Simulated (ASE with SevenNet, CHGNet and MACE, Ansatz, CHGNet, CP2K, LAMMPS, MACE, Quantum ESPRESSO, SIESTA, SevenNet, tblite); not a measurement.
# Machine-learned potentials on Mg2+ TFSI- in gamma-butyrolactone at 370 K (110 atoms): settings against a plane-wave reference

Wanted: machine-learned potentials inputs and outputs for Mg2+ TFSI- in gamma-butyrolactone at 370 K (110 atoms), checked against a plane-wave reference.

Calculated with ASE with SevenNet, CHGNet and MACE; the method is named at each step.

## (1) The structure

The cell holds 110 atoms: 4 N, 8 S, 24 O, 24 C, 24 F, 24 H and 2 Mg. Its edges and angles: a = 11.534 Å, b = 11.534 Å, c = 11.534 Å, α = 90.0°, β = 90.0°, γ = 90.0°. 4 gamma-butyrolactone, 2 Mg2+, 4 TFSI- placed at random, at 1.64 g/cm³; overlaps pushed apart, then 10 ps at 550 K with divalent ions of Li, Roberts, Chakravorty and Merz (J. Chem. Theory Comput. 9, 2733 (2013)); MMFF94 bonds, angles, torsions, charges and radii (Halgren, J. Comput. Chem. 17, 490 (1996)) in harmonic and 12-6 forms; charges of ions scaled by 0.8. Snapshot after 30 ps at 370 K and fixed volume.

The yardstick, on the same geometry:

| Item | Value |
| --- | --- |
| method | Kohn-Sham DFT, PBE, SSSP efficiency 1.3.0 pseudopotentials, plane waves (Quantum ESPRESSO 7.5); sssp-pbe-1.3.0-efficiency, cutoffs 60/480 Ry, Γ point |
| r.m.s. force component | 1.199 eV/Å |
| longest force | 5.943 eV/Å |
| pressure | 3.483 GPa |
| gap (highest filled to lowest empty level) | 3.681 eV |
| time | 2.9 min on 4 MPI ranks of Arm Neoverse V2, shared host |
| CPU time | 12 min |

## (2) SevenNet l3i5 potential

Method: machine-learned interatomic potential SevenNet l3i5, trained on PBE(+U) plane-wave data.

File run.py:

```python
import numpy as np
from ase.io import read
import mlip  # loads the published weights by name

atoms = read("structure.xyz")
atoms.calc = mlip.calc("7net-l3i5")
energy = atoms.get_potential_energy()
forces = atoms.get_forces()
print(f"energy {energy:.6f} eV")
print("forces (eV/A)")
for i, (a, f) in enumerate(zip(atoms, forces)):
    print(f"{i:4d} {a.symbol:2s} {f[0]:10.5f} {f[1]:10.5f} {f[2]:10.5f}")
stress = -atoms.get_stress(voigt=False) * 160.21766
print("stress (GPa, compression positive)")
for row in stress:
    print(" ".join(f"{x:10.4f}" for x in row))
```

File structure.xyz:

```xyz
110
Lattice="11.53383 0.00000 0.00000 0.00000 11.53383 0.00000 0.00000 0.00000 11.53383" Properties=species:S:1:pos:R:3 pbc="T T T"
N 3.69682 0.04567 8.07230
S 2.21242 0.59249 8.03908
O 1.26930 0.00588 7.13356
O 1.65361 0.84508 9.36766
C 2.56397 2.32234 7.41568
F 3.59302 2.89349 8.13481
F 2.94874 2.37885 6.08571
F 1.51543 3.19210 7.52225
S 4.41077 0.25870 6.68731
O 3.62577 0.18996 5.47199
O 5.48180 1.29929 6.63264
C 5.24951 10.08714 6.77093
F 6.42388 10.12936 7.44347
F 4.35760 9.26351 7.38765
F 5.49229 9.72014 5.49368
N 0.60945 6.57221 5.20372
S 10.85345 7.27600 4.70234
O 10.80362 8.63734 5.07316
O 10.58321 7.17427 3.28080
C 9.67435 6.21523 5.43739
F 8.45015 6.78800 5.61755
F 9.49315 5.05770 4.74975
F 10.10710 5.78791 6.67105
S 1.72558 7.55627 5.41490
O 2.53733 7.81083 4.23891
O 1.44657 8.74449 6.28317
C 2.65855 6.53691 6.35768
F 2.23295 6.56967 7.64255
F 2.77539 5.22759 5.97406
F 3.96210 6.96736 6.27256
N 7.84393 11.01988 4.83060
S 9.09004 0.45489 4.79173
O 10.23316 11.47974 5.49356
O 9.41045 1.16088 3.58195
C 8.59143 1.90320 5.86149
F 8.22270 1.56445 7.10392
F 9.65831 2.78265 5.91432
F 7.54059 2.57181 5.23913
S 7.82109 10.13212 3.51574
O 9.13410 9.79707 2.94493
O 6.89642 9.01623 3.55403
C 7.08558 11.27939 2.36028
F 6.76805 0.94070 3.00306
F 7.92824 0.01211 1.32593
F 5.89840 10.82784 1.79974
N 8.42754 8.97090 8.94748
S 9.91056 9.54424 8.93168
O 10.76152 8.94495 9.91379
O 10.61528 9.72913 7.67496
C 9.77238 11.31111 9.47147
F 10.42289 0.60391 8.57586
F 8.44299 0.20772 9.59695
F 10.35069 11.46232 10.70166
S 7.77795 8.77955 10.34054
O 8.73480 8.59167 11.43014
O 6.59354 9.59015 10.55219
[... 50 atom lines left out ...]
H 3.79601 10.03120 0.02388
H 3.05001 9.44978 10.04712
Mg 9.72590 8.15869 1.51232
Mg 0.13875 10.27272 5.90671
```

Launch:

```
$ OMP_NUM_THREADS=1 python run.py > output.txt
```

Log:

```text
energy -626.260376 eV
forces (eV/A)
   0 N    -1.65473    0.46838    0.82277
   1 S    -0.28348    1.73913    2.59990
   2 O    -0.44236   -0.72660   -1.14679
   3 O     0.94672   -0.40746   -0.75245
   4 C     0.44350    2.23924   -0.80560
   5 F    -0.62152   -0.55681   -0.13706
   6 F    -0.38797    0.47350    1.30938
   7 F    -0.17639   -0.72700    0.19924
   8 S     3.98249    0.49967   -2.51082
   9 O    -0.20134   -0.80704    0.22977
  10 O    -1.59958   -1.79388    0.82920
  11 C     0.02360    1.10991   -0.02323
  12 F    -0.65900   -0.17065   -0.15437
  13 F     0.84386   -0.42394   -0.43335
  14 F    -0.41080   -0.48957    0.70895
  15 N    -2.59554   -1.90505   -0.66463
  16 S     0.35363   -0.05935   -3.50964
  17 O    -1.26923    1.95197    1.37079
  18 O     0.29345   -0.74214    0.50066
  19 C    -2.37407   -2.55721    2.28877
  20 F     0.66780    0.37276   -0.11906
  21 F     1.00658    0.70661   -0.06117
  22 F    -0.02970    0.67637   -0.04275
  23 S     1.91995    5.00060   -1.64334
[...]
102 H     0.13436   -0.39013   -0.66818
 103 H    -0.39092   -1.99235    1.59138
 104 H     0.05237   -0.26488    0.36676
 105 H    -0.25319    0.80726    0.74185
 106 H     1.33134    1.43809    0.41404
 107 H     0.36456    0.33523   -0.68720
 108 Mg   -0.14427    0.69653    1.19496
 109 Mg    0.36021   -0.05110    0.92696
stress (GPa, compression positive)
    2.7679    -0.5190     0.6672
   -0.5190     2.7574    -0.3769
    0.6672    -0.3769     2.8770
```

Run time: 10 s. Hardware: 1 thread of Arm Neoverse V2, shared host; peak memory 1.7 GiB.

Banners, paths, timers and routine set-up lines are dropped from the logs unmarked, and long logs keep their key lines alone; longer cuts are marked.

Numbers from this run, and their distance from the reference:

```yaml
r_m_s_force_component: 1.139 eV/Å
r_m_s_difference_of_force_components: 186.8 meV/Å
longest_difference_of_force_vectors: 870.4 meV/Å
force_difference_over_r_m_s_force: 15.58 %
slope_of_forces_against_the_reference_s: 0.9391
correlation_of_force_components: 0.9885
pressure: 2.801 GPa
pressure_difference: -0.6825 GPa
```

Length of the force difference by element (eV/Å):

```
element  atoms  mean  most
      C     24  0.39  0.76
      F     24  0.13  0.27
      H     24  0.11  0.27
     Mg      2  0.18  0.20
      N      4  0.29  0.39
      O     24  0.35  0.57
      S      8  0.53  0.87
```

Local excerpt of 9 atoms (numbers count through the whole input) about H79, picked at random; x, y, z are measured from there.

```
atom      x      y      z  distance (Å)  bonds     Fx     Fy  Fz (eV/Å)
 H79   0.00   0.00   0.00          0.00      1   0.36   0.66       0.31
 C75   0.65   0.42  -0.80          1.11      4  -0.57  -0.82       1.26
 H80   1.66   0.52  -0.43          1.80      1   0.51  -0.28       0.19
 C76   0.44  -0.43  -2.00          2.09      4   0.92  -1.73       0.58
 C74   0.24   1.77  -1.26          2.18      3  -1.56   1.15       1.14
 H82  -0.55  -0.90  -1.96          2.23      1   0.15  -0.13      -0.13
 H81   1.27  -1.18  -2.07          2.70      1  -0.79   0.10      -0.23
 O73  -0.01   2.70  -0.49          2.74      2   0.59  -2.32      -2.00
 H96   2.45  -0.91   1.28          2.91      1  -0.68   0.05      -0.70
```

Atoms are counted from 1 here, from 0 in the log.

Forces lie 16 % from the reference's, at 0.013 times its CPU time (on 1 against 4 cores).

## (3) CHGNet r2SCAN potential

Method: machine-learned interatomic potential CHGNet r2SCAN, trained on r2SCAN plane-wave data.

run.py: that of step 2 with these lines changed.

```diff
@@ -5,3 +5,3 @@
 atoms = read("structure.xyz")
-atoms.calc = mlip.calc("7net-l3i5")
+atoms.calc = mlip.calc("chgnet-r2scan")
 energy = atoms.get_potential_energy()
```

structure.xyz is that of step 2.

Log:

```text
CHGNet vr2scan initialized with 412,525 parameters
CHGNet will run on cpu
energy -749.008240 eV
forces (eV/A)
   0 N    -0.86754    0.51362    0.94048
   1 S    -0.85014    0.33582    1.92266
   2 O    -0.02199    0.03713   -0.43103
   3 O     0.89720   -0.31222   -1.42593
   4 C     0.80738    1.85239   -1.03316
   5 F    -0.84533   -0.54350   -0.46221
   6 F    -0.59967    0.35002    1.56229
   7 F     0.35643   -0.79949    0.08431
   8 S     2.53656    0.83456   -1.83712
   9 O     0.26837   -0.37541    0.74439
  10 O    -1.85105   -1.96558    0.41871
  11 C     0.08460    0.76768   -0.38394
  12 F    -0.91581   -0.23539   -0.32843
  13 F     1.11307   -0.01652   -0.61462
  14 F    -0.30619   -0.31412    1.10868
  15 N    -1.56389   -1.91232   -0.37334
  16 S     0.09786   -0.01100   -2.47848
  17 O    -0.98100    1.60308    0.71486
  18 O     0.09122   -0.34970    0.49742
  19 C    -1.79502   -1.89360    1.45680
  20 F     0.67354    0.03422   -0.15026
  21 F     0.60669    0.75888    0.16172
  22 F    -0.08992    0.53611   -0.32518
  23 S     1.53970    4.11294   -1.67110
[...]
102 H     0.06028   -0.28934   -0.33671
 103 H    -0.30359   -1.71667    1.30261
 104 H    -0.05040   -0.27645    0.06253
 105 H    -0.38199    0.79563    0.88976
 106 H     1.35275    1.44340    0.46736
 107 H     0.23954    0.27679   -0.58304
 108 Mg   -0.06600    0.50170    0.91260
 109 Mg    0.20045   -0.17770    0.74585
stress (GPa, compression positive)
   -0.0707    -0.4606     0.6184
   -0.4606     0.4781    -0.5382
    0.6184    -0.5382    -0.3658
```

The job ended after 3.9 s (1 thread; peak memory 1.6 GiB).

Numbers from this run, and their distance from the reference:

```
r.m.s. force component                  : 1.007 eV/Å
r.m.s. difference of force components   : 435.5 meV/Å
longest difference of force vectors     : 2272 meV/Å
force difference over r.m.s. force      : 36.32 %
slope of forces against the reference's : 0.7866
correlation of force components         : 0.9367
pressure                                : 0.0139 GPa
pressure difference                     : -3.469 GPa
```

Against the first run (16 %), the force difference from the reference is 36 %, at 0.41 times the CPU time; this potential was trained at another functional than the reference's, which explains only part of so large a difference.

## (4) MACE MP-0b2 small potential

Method: machine-learned interatomic potential MACE MP-0b2 small, trained on PBE(+U) plane-wave data.

run.py: that of step 3 with these lines changed.

```diff
@@ -5,3 +5,3 @@
 atoms = read("structure.xyz")
-atoms.calc = mlip.calc("chgnet-r2scan")
+atoms.calc = mlip.calc("mace-mp-0b2-small")
 energy = atoms.get_potential_energy()
```

structure.xyz is that of step 3.

Log:

```text
energy -626.282393 eV
forces (eV/A)
   0 N    -1.44017    0.30052    0.94250
   1 S    -0.61156    1.74584    2.68666
   2 O    -0.41110   -0.75608   -1.13469
   3 O     1.16146   -0.41983   -0.91507
   4 C     0.51428    2.23259   -1.01214
   5 F    -0.53463   -0.47955    0.13289
   6 F    -0.58771    0.39983    1.01560
   7 F    -0.16012   -0.73349    0.29110
   8 S     3.76369    1.31334   -2.66178
   9 O    -0.08246   -1.00789    0.31483
  10 O    -1.72183   -1.89763    0.90065
  11 C     0.08476    0.89305   -0.14065
  12 F    -0.51049   -0.25565   -0.05838
  13 F     0.74642   -0.42451   -0.27804
  14 F    -0.29083   -0.58582    0.66912
  15 N    -2.67762   -2.29879   -0.63641
  16 S     0.76041    0.27234   -3.87010
  17 O    -1.48476    2.48859    1.52028
  18 O     0.21533   -0.95561    0.33349
  19 C    -2.46907   -2.89753    2.27668
  20 F     0.37600    0.36156   -0.16739
  21 F     1.00351    0.63944    0.08686
  22 F    -0.03590    0.68203    0.03414
  23 S     1.80096    5.33636   -2.13684
[...]
102 H     0.06230   -0.47474   -0.67842
 103 H    -0.42192   -1.97951    1.57627
 104 H     0.14496   -0.32602    0.37701
 105 H    -0.24682    0.73725    0.71391
 106 H     1.42207    1.46951    0.47446
 107 H     0.27541    0.16952   -0.72844
 108 Mg   -0.03290    0.76996    1.27019
 109 Mg    0.39876   -0.21805    0.89590
stress (GPa, compression positive)
    3.2381    -0.2832     0.6642
   -0.2832     3.0585    -0.5395
    0.6642    -0.5395     3.1438
```

It took 6 s on 1 thread; peak memory 0.67 GiB.

Numbers from this run, and their distance from the reference:

| Quantity | Value |
| --- | --- |
| r.m.s. force component | 1.196 eV/Å |
| r.m.s. difference of force components | 238.3 meV/Å |
| longest difference of force vectors | 1666 meV/Å |
| force difference over r.m.s. force | 19.88 % |
| slope of forces against the reference's | 0.9774 |
| correlation of force components | 0.9802 |
| pressure | 3.147 GPa |
| pressure difference | -0.3365 GPa |

Against the first run (16 %), the force difference from the reference is 20 %, at 0.63 times the CPU time.

## (5) The ladder

Differences are against the plane-wave reference, forces as r.m.s. over components; share is that over the reference's r.m.s. force, slope the least-squares factor from reference forces to these. Total energies of different programs have different zeros and aren't compared.

```
                        run  Δ force, r.m.s. (meV/Å)  share (%)  slope  Δ pressure (GPa)  cores  CPU time  memory (GiB)
                  reference                        -          -      -                 -      4    12 min           4.4
    SevenNet l3i5 potential                      187       15.6  0.939            -0.682      1     9.3 s           1.7
    CHGNet r2SCAN potential                      435       36.3  0.787             -3.47      1     3.8 s           1.6
MACE MP-0b2 small potential                      238       19.9  0.977            -0.337      1     5.9 s          0.67
```

Times of the machine-learned potentials are mostly Python's start and the loading of weights.

CPU time is summed over cores on a shared host, where runs went side by side, so it is rough. Symmetry, cutoffs, thresholds, outputs and thread counts weren't matched or tuned between programs; memory under MPI is the largest rank's times the ranks.

## (6) Outcome

| Item | Value |
| --- | --- |
| nearest in forces | SevenNet l3i5 potential, 16 % |
| its CPU time | 9.3 s |

Machine-learned potentials differ by 16 % (SevenNet l3i5 potential) to 36 % (CHGNet r2SCAN potential); they were trained on other programs' data, some at another functional. The reference's pressure holds the uncorrected Pulay stress of its 60 Ry basis, so small pressure differences, and their order, may be the reference's own error. In our tests on small cells the SSSP efficiency potentials stood apart from two norm-conserving sets, for C–F bonds most and for P–O bonds less, so differences between them and other runs here needn't be the other run's error. Machine-learned potentials mimic data converged in k, so the reference's own k-point error enters their differences. The network of contacts between molecules at the start is that of the classical potential that made the cell, and needn't be the one that DFT or experiment would give. The reference's PBE has no dispersion term, which matters for the binding between molecules or layers. The density was typed from a rule of thumb and may lie off the real one at this temperature. The electronic-structure runs sample only Γ, in a cell whose shortest periodic width is 12 Å.

[Also dropped from logs without a mark: logging warnings of Python, and SIESTA's first energy breakdown and zero terms.]

[Logs are printed without paths, hosts, clocks, repeated set-up lines and the standing remarks that a program may print on its own settings, such as how far it seeks lower states.]

[Hosts, paths, dates, database ids (printed as entryN), source tags and the programs' standing remarks are cut or masked in the printed files.]

[The MMFF94 radii named for the starting cell were scaled by 0.96; in molecules described by MMFF94, hydrogen bound to N, O or S took a small fixed 12-6 site in their place.]
